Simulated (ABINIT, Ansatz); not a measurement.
# Quasiparticle gap of SiC (P6_3mc) in ABINIT

How does a plane-wave GW calculation on SiC (P6_3mc) run from the first input to the gap?

Calculated with ABINIT 10.8.3; PBE and many-body steps on it, plane waves.

**Experimental background.**

- Gap 3.33 eV: band gap at cryogenic temperature; bulk crystal (literature value) (quoted in “Silicon carbide diodes for neutron detection”, 2020, arxiv:2009.14696).

## 1. Set-up

It takes space group P6_3mc (No. 186, hexagonal). Conventional cell: a = 3.074 Å, b = 3.074 Å, c = 5.045 Å, α = 90.00°, β = 90.00°, γ = 120.00°. Nearest to Si lie 4 C at 1.88 to 1.90 Å. Nearest to C lie 4 Si at 1.88 to 1.90 Å. Farther neighbours are not listed.

The cell and positions are those that the Materials Project relaxed with its own functionals (PBE, PBE+U or r2SCAN), kept fixed.

## 2. Ground state

This step: ABINIT 10.8.3; DFT, PBE, plane waves, norm-conserving pseudopotentials.

The ground-state density comes first.

run.abi

```
acell 3*1.0 Angstrom
rprim 
  3.073513928196 0.000000000001 0.000000000000
  -1.536756964099 2.661741140703 0.000000000000
  0.000000000000 0.000000000000 5.045247710000
ntypat 2
znucl 14 6
natom 4
typat 1 1 2 2
xred 
  0.333333333333 0.666666666667 0.499602400000
  0.666666666667 0.333333333333 0.999602400000
  0.333333333333 0.666666666667 0.875397600000
  0.666666666667 0.333333333333 0.375397600000
pp_dirpath "pseudos"
pseudos "Si.upf, C.upf"
ecut 37
ngkpt 6 6 4
nshiftk 1
shiftk 0 0 0
kptopt 1
chksymbreak 0
nband 14
occopt 1
tolvrs 1e-10
nstep 60
prtwf 0
optforces 0
optstress 0
indata_prefix "in"
outdata_prefix "out"
tmpdata_prefix "tmp"
```

Started as:

```console
$ OMP_NUM_THREADS=1 mpirun -n 8 abinit run.abi > log
```

Numbers of over 12 decimals in the logs are rounded to 6 here.

The program printed:

```text
.Version 10.8.3 of ABINIT. v10.8.2 released Aug 2026.

 Symmetries : space group P6_3 m c (#186); Bravais hP (primitive hexag.)
================================================================================
 Values of the parameters that define the memory need of the present run
     intxc =       0    ionmov =       0      iscf =       7    lmnmax =       6
     lnmax =       6     mgfft =      54  mpssoang =       3    mqgrid =    3001
     natom =       4  nloc_mem =       1    nspden =       1   nspinor =       1
    nsppol =       1      nsym =      12    n1xccc =    2501    ntypat =       2
    occopt =       1   xclevel =       2
-    mband =          14        mffmem =           1         mkmem =           3
       mpw =        3015          nfft =       55296          nkpt =          21
================================================================================
  Rough estimation (10% accuracy) of disk space for files :
================================================================================

--------------------------------------------------------------------------------
------------- Echo of variables that govern the present computation ------------
--------------------------------------------------------------------------------
 -outvars: echo values of preprocessed input variables --------
            acell      1.8897261259E+00  1.8897261259E+00  1.8897261259E+00 Bohr

      chksymbreak           0
             ecut      3.70000000E+01 Hartree
-          fftalg         312

              ixc     -101130
              kpt      0.00000000E+00  0.00000000E+00  0.00000000E+00
                       1.66666667E-01  0.00000000E+00  0.00000000E+00
                       3.33333333E-01  0.00000000E+00  0.00000000E+00
                       5.00000000E-01  0.00000000E+00  0.00000000E+00
                       1.66666667E-01  1.66666667E-01  0.00000000E+00
                       3.33333333E-01  1.66666667E-01  0.00000000E+00
                       3.33333333E-01  3.33333333E-01  0.00000000E+00
                       0.00000000E+00  0.00000000E+00  2.50000000E-01
                       1.66666667E-01  0.00000000E+00  2.50000000E-01
   [... 10 further rows ...]
                       3.33333333E-01  1.66666667E-01  5.00000000E-01
                       3.33333333E-01  3.33333333E-01  5.00000000E-01
         kptrlatt        6    0    0      0    6    0      0    0    4
          kptrlen      3.48485974E+01
P           mkmem           3
            natom           4
            nband          14
            ngfft          32      32      54
             nkpt          21
            nstep          60
             nsym          12
           ntypat           2
              occ      2.000000  2.000000  2.000000  2.000000  2.000000  2.000000
                       2.000000  2.000000  0.000000  0.000000  0.000000  0.000000
                       0.000000  0.000000
        optforces           0
        optstress           0
            prtwf           0
            rprim      3.0735139282E+00  1.0000000000E-12  0.0000000000E+00
[...]
spgroup         186

           tolvrs      1.00000000E-10

             xred      3.3333333333E-01  6.6666666667E-01  4.9960240000E-01
[...]
znucl       14.00000    6.00000

================================================================================

 chkinp: Checking input parameters for consistency.

================================================================================
== DATASET  1 ==================================================================
-   mpi_nproc: 8, omp_nthreads: 1 (-1 if OMP is not activated)

--- !DatasetInfo
iteration_state: {dtset: 1, }
dimensions: {natom: 4, nkpt: 21, mband: 14, nsppol: 1, nspinor: 1, nspden: 1, mpw: 3015, }
cutoff_energies: {ecut:  37.0, pawecutdg:  -1.0, }
electrons: {nelect:   1.60000000E+01, charge:   0.00000000E+00, occopt:   1.00000000E+00, tsmear:   1.00000000E-02, }

 Real(R)+Recip(G) space primitive vectors, cartesian coordinates (Bohr,Bohr^-1):
 R(1)=  5.8080996  0.0000000  0.0000000  G(1)=  0.1721734  0.0994043  0.0000000
 R(2)= -2.9040498  5.0299618  0.0000000  G(2)=  0.0000000  0.1988087  0.0000000
 R(3)=  0.0000000  0.0000000  9.5341364  G(3)=  0.0000000  0.0000000  0.1048863
 Unit cell volume ucvol=  2.7853521E+02 bohr^3
 Angles (23,13,12)=  9.00000000E+01  9.00000000E+01  1.20000000E+02 degrees

 getcut: wavevector=  0.0000  0.0000  0.0000  ngfft=  32  32  54
         ecut(hartree)=     37.000   => boxcut(ratio)=   2.01210

--- Pseudopotential description ------------------------------------------------
- Si Generated using ONCVPSP code by D. R. Hamann
- 14.00000   4.00000  171031                  znucl, zion, pspdat
12 -101130 2 -1 1510                          pspcod,pspxc,lmax,lloc,mmax
     nproj     2     2     2
  pspatm : epsatm=    9.34321561
         --- l  ekb(1:nproj) -->
[...]
pspatm: atomic psp has been read  and splines computed

- C Generated using ONCVPSP code by D. R. Hamann
-  6.00000   4.00000  171031                  znucl, zion, pspdat
12 -101130 1 -1 1248                          pspcod,pspxc,lmax,lloc,mmax
     nproj     2     2     0
  pspatm : epsatm=    4.31346680
         --- l  ekb(1:nproj) -->
[...]
pspatm: atomic psp has been read  and splines computed

   4.37013837E+02                                ecore*ucvol(ha*bohr**3)
--------------------------------------------------------------------------------

_setup2: Arith. and geom. avg. npw (full set) are    2994.063    2994.045

================================================================================

--- !BeginCycle
iteration_state: {dtset: 1, }
solver: {iscf: 7, nstep: 60, nline: 4, wfoptalg: 0, }
tolerances: {tolvrs: 1.00E-10, }

     iter   Etot(hartree)      deltaE(h)  residm     vres2
 ETOT  1  -20.336975920391    -2.034E+01 4.347E-02 5.934E+02
 ETOT  2  -20.462691230986    -1.257E-01 2.563E-02 2.485E+02
 ETOT  3  -20.538605009084    -7.591E-02 1.717E-02 1.887E-01
 ETOT  4  -20.538735445157    -1.304E-04 2.833E-03 8.735E-03
 ETOT  5  -20.538736809254    -1.364E-06 1.356E-03 3.124E-04
 ETOT  6  -20.538736838261    -2.901E-08 1.084E-03 3.211E-06
 ETOT  7  -20.538736838889    -6.274E-10 1.046E-03 8.042E-08
 ETOT  8  -20.538736838896    -7.631E-12 5.613E-04 2.603E-09
 ETOT  9  -20.538736838897    -4.761E-13 4.430E-04 4.651E-11

 At SCF step    9       vres2   =  4.65E-11 < tolvrs=  1.00E-10 =>converged.

--- !ResultsGS
iteration_state: {dtset: 1, }
comment   : Summary of ground state results
lattice_vectors:
- [  5.8080996,   0.0000000,   0.0000000, ]
- [ -2.9040498,   5.0299618,   0.0000000, ]
- [  0.0000000,   0.0000000,   9.5341364, ]
lattice_lengths: [   5.80810,    5.80810,    9.53414, ]
lattice_angles: [ 90.000,  90.000, 120.000, ] # degrees, (23, 13, 12)
lattice_volume:   2.7853521E+02
convergence: {deltae: -4.761E-13, res2:  4.651E-11, residm:  4.430E-04, diffor:  0.000E+00, }
etotal    :  -2.05387368E+01
entropy   :   0.00000000E+00
fermie    :   2.57677472E-01
cartesian_stress_tensor: null
pressure_GPa: null
xred      :
- [  3.3333E-01,   6.6667E-01,   4.9960E-01, Si]
- [  6.6667E-01,   3.3333E-01,   9.9960E-01, Si]
- [  3.3333E-01,   6.6667E-01,   8.7540E-01,  C]
- [  6.6667E-01,   3.3333E-01,   3.7540E-01,  C]
cartesian_forces: null
force_length_stats: {min: null, max: null, mean: null, }

 Integrated electronic density in atomic spheres:
 ------------------------------------------------
 Atom  Sphere_radius  Integrated_density
[...]
4        2.00000          4.24712568
================================================================================

 ----iterations are completed or convergence reached----

 Mean square residual over all n,k,spin=   19.529E-07; max=  44.295E-05
 reduced coordinates (array xred) for    4 atoms
       0.333333333333      0.666666666667      0.499602400000
       0.666666666667      0.333333333333      0.999602400000
       0.333333333333      0.666666666667      0.875397600000
       0.666666666667      0.333333333333      0.375397600000
 rms dE/dt=  0.0000E+00; max dE/dt=  0.0000E+00; dE/dt below (all hartree)
    1       0.000000000000      0.000000000000      0.000000000000
    2       0.000000000000      0.000000000000      0.000000000000
    3       0.000000000000      0.000000000000      0.000000000000
    4       0.000000000000      0.000000000000      0.000000000000

 cartesian coordinates (angstrom) at end:
    1     -6.7e-13     1.774494     2.520618
    2      1.536757     0.887247     5.043242
    3     -6.7e-13     1.774494     4.416598
    4      1.536757     0.887247     1.893974
 length scales=  1.889726125908  1.889726125908  1.889726125908 bohr
              =  1.000000000000  1.000000000000  1.000000000000 angstroms
 prteigrs : about to open file out_EIG
 Fermi (or HOMO) energy (hartree) =   0.25768   Average Vxc (hartree)=  -0.41505
 Eigenvalues (hartree) for nkpt=  21  k points:
 kpt#   1, nband= 14, wtk=  0.00694, kpt=  0.0000  0.0000  0.0000 (reduced coord)
  -0.31539   -0.18408   -0.06281    0.20921    0.20921    0.25351    0.25768    0.25768
   0.43483    0.48624    0.50324    0.50324    0.54293    0.58732
 prteigrs : prtvol=0 or 1, do not print more k-points.

--- !EnergyTerms
iteration_state     : {dtset: 1, }
comment             : Components of total free energy in Hartree
kinetic             :  1.18020030824377E+01
hartree             :  2.36725794098151E+00
xc                  : -7.56510193927157E+00
Ewald energy        : -2.09193919204293E+01
psp_core            :  1.56897162498227E+00
local_psp           : -8.30958140657659E+00
non_local_psp       :  5.17105778979293E-01
total_energy        : -2.05387368388967E+01
total_energy_eV     : -5.58887501127776E+02
band_energy         :  5.66994619632827E-01

== END DATASET(S) ==============================================================
================================================================================

 -outvars: echo values of variables after computation  --------
           etotal     -2.0538736839E+01
            nband          14
             nkpt          21
          spgroup         186
 [... the other variables as echoed above ...]

 Calculation completed.
```

Elapsed: 5.2 s, on 8 MPI ranks of Arm Neoverse V1, shared host; peak memory 0.53 GiB.

Numbers from this step:

| Quantity | Value |
| --- | --- |
| total energy | -558.8875 eV |
| gap | 2.275 eV |
| k of the valence top | 0, 0, 0 |
| k of the conduction bottom | 0.3333, 0.3333, 0 |
| least direct gap | 3.985 eV |

The gap is indirect, with the least direct gap 1.71 eV higher.

(Continued in part 2 of 3.)

[Paths, hosts, dates, memory and timing lines, banners, echoed tables and standing remarks are left out of the program output.]

[Logs are printed without paths, hosts, clocks, repeated set-up lines and the standing remarks that a program may print on its own settings, such as how far it seeks lower states.]

[Runs of the session that timed out or met a known fault of the program may be left out.]

[Hosts, paths, dates, database ids (printed as entryN), source tags and the programs' standing remarks are cut or masked in the printed files.]

[G0W0 gaps are taken among the corrected bands and points alone; a level outside them can change the order at an edge.]

[Where Ansatz stands beside ABINIT at settings called matched, ABINIT's density can come from a denser mesh and the files from another edition; pairs whose starting gaps differed by over 0.03 eV were left out, so agreement reads better than it is.]
